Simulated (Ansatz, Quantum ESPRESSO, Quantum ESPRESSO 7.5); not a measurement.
# 1T-CdF2, 1 layer: biaxial strain by an ASE script

How do the band edges of 1T-CdF2, 1 layer move against the vacuum when the sheet is stretched?

Program: Quantum ESPRESSO 7.5. Level of theory: plane-wave DFT, PBE, GBRV ultrasoft pseudopotentials (geometry by Ansatz 0.2.0 with PAW datasets; geometry under PBE). Results are calculated unless marked as measured.

Most raw output is cut from this account.

### 1. Starting point

The cell holds 3 atoms: 2 F and 1 Cd. Cell: a = 2.723 Å, b = 2.723 Å, c = 17.334 Å, α = 90.0°, β = 90.0°, γ = 120.0°. It derives from CdF2. Vacuum lies along c.

This sheet is a model structure: its symmetry is held, and its stability is not tested here.

### 2. Relaxation with Ansatz

A relaxation in Ansatz fixes the structure of this slab for the runs on it.

File input.yaml:

```yaml
crystal:
  lattice:
    - [2.723288, 0.0, 0.0]
    - [-1.361644, 2.3584365898, 0.0]
    - [0.0, 0.0, 17.3338078953]
  atoms:
    - { symbol: F, position: [0.6666666667, 0.3333333333, 0.4326804615] }
    - { symbol: Cd, position: [0.0, 0.0, 0.5] }
    - { symbol: F, position: [0.3333333333, 0.6666666667, 0.5673195385] }
kpoints:
  mp_grid: { grid: [12, 12, 1] }
hamiltonian:
  xc: pbe
scf:
  occupations: { method: fermi_dirac, width: 0.05 }
  convergence: { dr2_threshold: 1.0e-08 }
efield:
  axis: 3
  dipole_correction: true
  ramp_position: 0.97
  ramp_width: 0.04
relax:
  f_tol: 0.01
  cell: { fix: [c, alpha, beta] }
output:
  write_potential: true
  write_density: true
  volumetric_format: npy
```

The run is started by

```console
ansatz run input.yaml --threads 4 --pin off --max-ram 8192MiB --backend cpu --events-out ev --progress --plain --runs-dir out
```

Elapsed: 22 s, on 4 threads of Arm Neoverse V2, shared host; peak memory 0.47 GiB.

Step by step:

| step | energy less that of the first step (eV) | largest force component (eV/Å) | pressure (GPa) | volume (Å³) |
| --- | --- | --- | --- | --- |
| 1 | 0.0000 | 7.1654 | 31.47 | 111.33 |
| 2 | -2.7553 | 2.4559 | 13.30 | 122.44 |
| 3 | -3.6347 | 0.8390 | 5.76 | 134.07 |
| 4 | -3.9493 | 0.1280 | 0.82 | 146.34 |
| 5 | -3.9623 | 0.0066 | -0.64 | 150.51 |
| 6 | -3.9631 | 0.0047 | -0.47 | 149.99 |
| 7* | -4.3939 | 0.0274 | 3.09 | 149.99 |
| 8 | -4.6264 | 0.0174 | 2.08 | 160.50 |
| 9 | -4.7669 | 0.0250 | 0.59 | 173.82 |
| 10 | -4.7688 | 0.0035 | -0.24 | 181.07 |
| 11 | -4.7726 | 0.0044 | -0.05 | 179.71 |
| 12* | -4.8837 | 0.0084 | 0.65 | 179.71 |
| 13 | -4.9009 | 0.0055 | 0.24 | 185.33 |
| 14 | -4.8982 | 0.1133 | 0.21 | 189.05 |
| 15 | -4.9001 | 0.0141 | -0.04 | 189.29 |
| 16 | -4.9006 | 0.0012 | 0.01 | 188.93 |
| 17* | -4.9119 | 0.0023 | 0.04 | 188.93 |
| 18 | -4.9115 | 0.0003 | 0.00 | 189.49 |
| 19* | -4.9120 | 0.0004 | 0.00 | 189.49 |

Relaxation steps marked * repeat the geometry before them on a plane-wave basis chosen anew for their cell, so energy and pressure can jump there.

| cell as run | before | after | change |
| --- | --- | --- | --- |
| a (Å) | 2.723 | 3.553 | +30.5 % |
| b (Å) | 2.723 | 3.553 | +30.5 % |

The atoms that moved most (Å, along periodic axes as changes of fractional coordinates times the final cell, across vacuum about the mean position):

| atom | dx | dy | dz | length |
| --- | --- | --- | --- | --- |
| F3 | 0.000 | 0.000 | -0.172 | 0.172 |
| F1 | 0.000 | 0.000 | 0.172 | 0.172 |

Final coordinates:

```xyz
3
Lattice="3.5528 0.0000 0.0000 -1.7764 3.0769 0.0000 0.0000 0.0000 17.3338" Properties=species:S:1:pos:R:3
F     1.7764    1.0256    7.6725
Cd    0.0000    0.0000    8.6669
F     0.0000    2.0512    9.6613
```

Numbers from this step:

* free energy: -9871.9563 eV
* Fermi energy: -3.645 eV
* gap by band count: 3.871 eV
* symmetry operations: 6
* dipole along the normal: 1.50e-6 e·Å
* vacuum level at the upper face over a Fermi level inside the gap: 6.771 eV
* vacuum level at the lower face over a Fermi level inside the gap: 6.771 eV

### 3. The script

Under ESM bc1 levels count from the vacuum, or from the mean of the two vacuum levels where the sheet has a dipole, so band edges at unlike strains can be compared.

Level of this step: plane-wave DFT, PBE, GBRV ultrasoft pseudopotentials (Quantum ESPRESSO 7.5).

File run.py:

```python
import json
import numpy as np
from ase import Atoms
from ase.calculators.espresso import Espresso, EspressoProfile

profile = EspressoProfile(command='mpirun -n 4 pw.x -nk 4', pseudo_dir='../pseudo')
pseudopotentials = {'Cd': 'cd_pbe_v1.uspp.F.UPF', 'F': 'f_pbe_v1.4.uspp.F.UPF'}
system = {'ecutwfc': 40, 'ecutrho': 200, 'occupations': 'smearing', 'smearing': 'fd', 'degauss': 0.002}


def calculator(name, kpts, **extra):
    data = dict(control=dict(tprnfor=True, verbosity='high', disk_io='none'),
                system=system | extra,
                electrons=dict(conv_thr=1e-09, mixing_beta=0.4, mixing_mode='plain',
                               electron_maxstep=100))
    return Espresso(profile=profile, directory=name, pseudopotentials=pseudopotentials, kpts=kpts, input_data=data)


def centre(atoms):
    z = atoms.positions[:, 2]
    atoms.positions[:, 2] -= (z.max() + z.min()) / 2  # ESM wants the slab about z = 0
    return atoms

sheet = Atoms(
    ['F', 'Cd', 'F'],
    scaled_positions=[
        [0.6666666667, 0.3333333333, 0.4426296123],
        [0.0000000000, 0.0000000000, 0.5000001398],
        [0.3333333333, 0.6666666667, 0.5573702479]],
    cell=[
        [3.552846747076, 0.000000000000, 0.000000000000],
        [-1.776423373538, 3.076855538721, 0.000000000000],
        [0.000000000000, 0.000000000000, 17.333807895300]],
    pbc=True)

rows = []
for strain in [-0.03, -0.015, 0.0, 0.015, 0.03]:
    atoms = sheet.copy()
    atoms.set_cell(sheet.cell.array * [[1 + strain], [1 + strain], [1]], scale_atoms=True)
    atoms = centre(atoms)
    atoms.calc = calculator(f's{strain:+.3f}', (18, 18, 1), assume_isolated='esm', esm_bc='bc1', nbnd=17)
    energy = atoms.get_potential_energy()
    levels = np.array([atoms.calc.get_eigenvalues(kpt=i) for i in range(len(atoms.calc.get_ibz_k_points()))])
    top, bottom = levels[:, 12].max(), levels[:, 13].min()
    direct = (levels[:, 13] - levels[:, 12]).min()
    rows.append([strain, energy, top, bottom, direct])
    print(f'strain {strain:+.3f}: E = {energy:.5f} eV, valence top {top:.3f}, conduction bottom {bottom:.3f}, '
          f'gap {bottom - top:.3f}, least direct gap {direct:.3f} eV')

x, energy, top, bottom, direct = np.array(rows).T
area = np.linalg.norm(np.cross(*sheet.cell[:2]))
stiffness = np.polyfit(x, energy, 2)[0] / area * 16.0218  # C11 + C12, heights clamped
print(f'valence and conduction edges move by {np.polyfit(x, top, 1)[0]:.2f} and {np.polyfit(x, bottom, 1)[0]:.2f} eV per unit biaxial strain')
print(f'C11 + C12 with clamped heights: {stiffness:.1f} N/m')
json.dump(dict(rows=rows, stiffness=stiffness), open('result.json', 'w'))
```

The run is started by

```console
OMP_NUM_THREADS=1 python run.py
```

Wall time 3 min (4 MPI ranks); peak memory 0.63 GiB.

This step gave:

```
biaxial stiffness : 106.1 N/m
```

The band edge from the vacuum level by biaxial strain:

| biaxial strain (%) | valence top (eV) | conduction bottom (eV) |
| --- | --- | --- |
| -3.00 | -8.62 | -4.70 |
| -1.50 | -8.70 | -4.83 |
| 0.00 | -8.77 | -4.96 |
| 1.50 | -8.83 | -5.08 |
| 3.00 | -8.85 | -5.20 |

Gap against biaxial strain:

| biaxial strain (%) | on the mesh (eV) | least direct (eV) |
| --- | --- | --- |
| -3.00 | 3.92 | 3.92 |
| -1.50 | 3.87 | 3.87 |
| 0.00 | 3.81 | 3.81 |
| 1.50 | 3.75 | 3.75 |
| 3.00 | 3.65 | 3.68 |

Table of energy over the lowest by biaxial strain:

| biaxial strain (%) | energy over the lowest (meV) |
| --- | --- |
| -3.00 | 83.3 |
| -1.50 | 23.2 |
| 0.00 | 0 |
| 1.50 | 9.37 |
| 3.00 | 47.0 |

### 4. The script: PBE, PseudoDojo norm-conserving

Level of this step: plane-wave DFT, PBE, PseudoDojo norm-conserving pseudopotentials (Quantum ESPRESSO 7.5).

run.py, as its differences from the input of step 3:

```diff
@@ -6,4 +6,4 @@
 profile = EspressoProfile(command='mpirun -n 4 pw.x -nk 4', pseudo_dir='../pseudo')
-pseudopotentials = {'Cd': 'cd_pbe_v1.uspp.F.UPF', 'F': 'f_pbe_v1.4.uspp.F.UPF'}
-system = {'ecutwfc': 40, 'ecutrho': 200, 'occupations': 'smearing', 'smearing': 'fd', 'degauss': 0.002}
+pseudopotentials = {'Cd': 'Cd.dojo-sr-pbe-0.4.1-standard.upf', 'F': 'F.dojo-sr-pbe-0.4.1-standard.upf'}
+system = {'ecutwfc': 94, 'ecutrho': 376, 'occupations': 'smearing', 'smearing': 'fd', 'degauss': 0.002}
 
@@ -40,7 +40,7 @@
     atoms = centre(atoms)
-    atoms.calc = calculator(f's{strain:+.3f}', (18, 18, 1), assume_isolated='esm', esm_bc='bc1', nbnd=17)
+    atoms.calc = calculator(f's{strain:+.3f}', (18, 18, 1), assume_isolated='esm', esm_bc='bc1', nbnd=21)
     energy = atoms.get_potential_energy()
     levels = np.array([atoms.calc.get_eigenvalues(kpt=i) for i in range(len(atoms.calc.get_ibz_k_points()))])
-    top, bottom = levels[:, 12].max(), levels[:, 13].min()
-    direct = (levels[:, 13] - levels[:, 12]).min()
+    top, bottom = levels[:, 16].max(), levels[:, 17].min()
+    direct = (levels[:, 17] - levels[:, 16]).min()
     rows.append([strain, energy, top, bottom, direct])
```

The run is started by

```console
OMP_NUM_THREADS=1 python run.py
```

The job ended after 23 min (4 MPI ranks; peak memory 1.1 GiB).

Numbers from this step:

* biaxial stiffness: 103.4 N/m

Table of band edge from the vacuum level by biaxial strain:

| biaxial strain (%) | valence top (eV) | conduction bottom (eV) |
| --- | --- | --- |
| -3.00 | -8.67 | -4.67 |
| -1.50 | -8.75 | -4.80 |
| 0.00 | -8.82 | -4.93 |
| 1.50 | -8.86 | -5.06 |
| 3.00 | -8.89 | -5.18 |

Gap against biaxial strain:

| biaxial strain (%) | on the mesh (eV) | least direct (eV) |
| --- | --- | --- |
| -3.00 | 4.00 | 4.00 |
| -1.50 | 3.95 | 3.95 |
| 0.00 | 3.89 | 3.89 |
| 1.50 | 3.81 | 3.82 |
| 3.00 | 3.71 | 3.75 |

Energy over the lowest against biaxial strain:

| biaxial strain (%) | energy over the lowest (meV) |
| --- | --- |
| -3.00 | 68.5 |
| -1.50 | 16.2 |
| 0.00 | 0 |
| 1.50 | 15.4 |
| 3.00 | 58.5 |

### 5. A check by hand

Under equal strain ε in the plane, E = A (C11 + C12) ε². From the points at ±1.5 %: d²E/dε² = (23.18 + 9.37 − 2 × 0.00) meV / 0.015² = 145 eV, and 145/(2 × 10.932 Å²) × 16.02 = 106 N/m.

### 6. Outcome

- C11 + C12, heights clamped, PBE, GBRV ultrasoft: 106 N/m
- gap on the mesh at zero strain, PBE, GBRV ultrasoft: 3.81 eV
- valence top below the vacuum at zero strain, PBE, GBRV ultrasoft: 8.77 eV
- shift of the valence top per unit biaxial strain, PBE, GBRV ultrasoft: -4.0 eV
- shift of the conduction bottom per unit biaxial strain, PBE, GBRV ultrasoft: -8.4 eV
- C11 + C12, heights clamped, PBE, PseudoDojo norm-conserving: 103 N/m
- gap on the mesh at zero strain, PBE, PseudoDojo norm-conserving: 3.89 eV
- valence top below the vacuum at zero strain, PBE, PseudoDojo norm-conserving: 8.82 eV
- shift of the valence top per unit biaxial strain, PBE, PseudoDojo norm-conserving: -3.7 eV
- shift of the conduction bottom per unit biaxial strain, PBE, PseudoDojo norm-conserving: -8.5 eV

The sheet's biaxial stiffness comes to 106 N/m and its gap at zero strain to 3.81 eV (PBE, GBRV ultrasoft). From −3 % to +3 % the gap on the mesh goes from 3.92 to 3.65 eV; it is direct at some strains and indirect at others. Heights are clamped under strain, which makes a sheet with several atomic planes too stiff. Semilocal gaps are too small. Spin-orbit coupling is left out; depending on the atoms that carry the levels of interest, it can split and shift them by tens to hundreds of meV. A file of the PseudoDojo norm-conserving set has a known flaw or wants a higher cutoff, so those values deserve less trust.

[Logs are printed without paths, hosts, clocks, repeated set-up lines and the standing remarks that a program may print on its own settings, such as how far it seeks lower states.]

[Hosts, paths, dates, database ids (printed as entryN), source tags and the programs' standing remarks are cut or masked in the printed files.]

[Maps of the electrostatic potential energy from Ansatz leave out the sawtooth potential of an applied field or a dipole correction, so their vacuum need not be flat; planar profiles and work functions include it.]
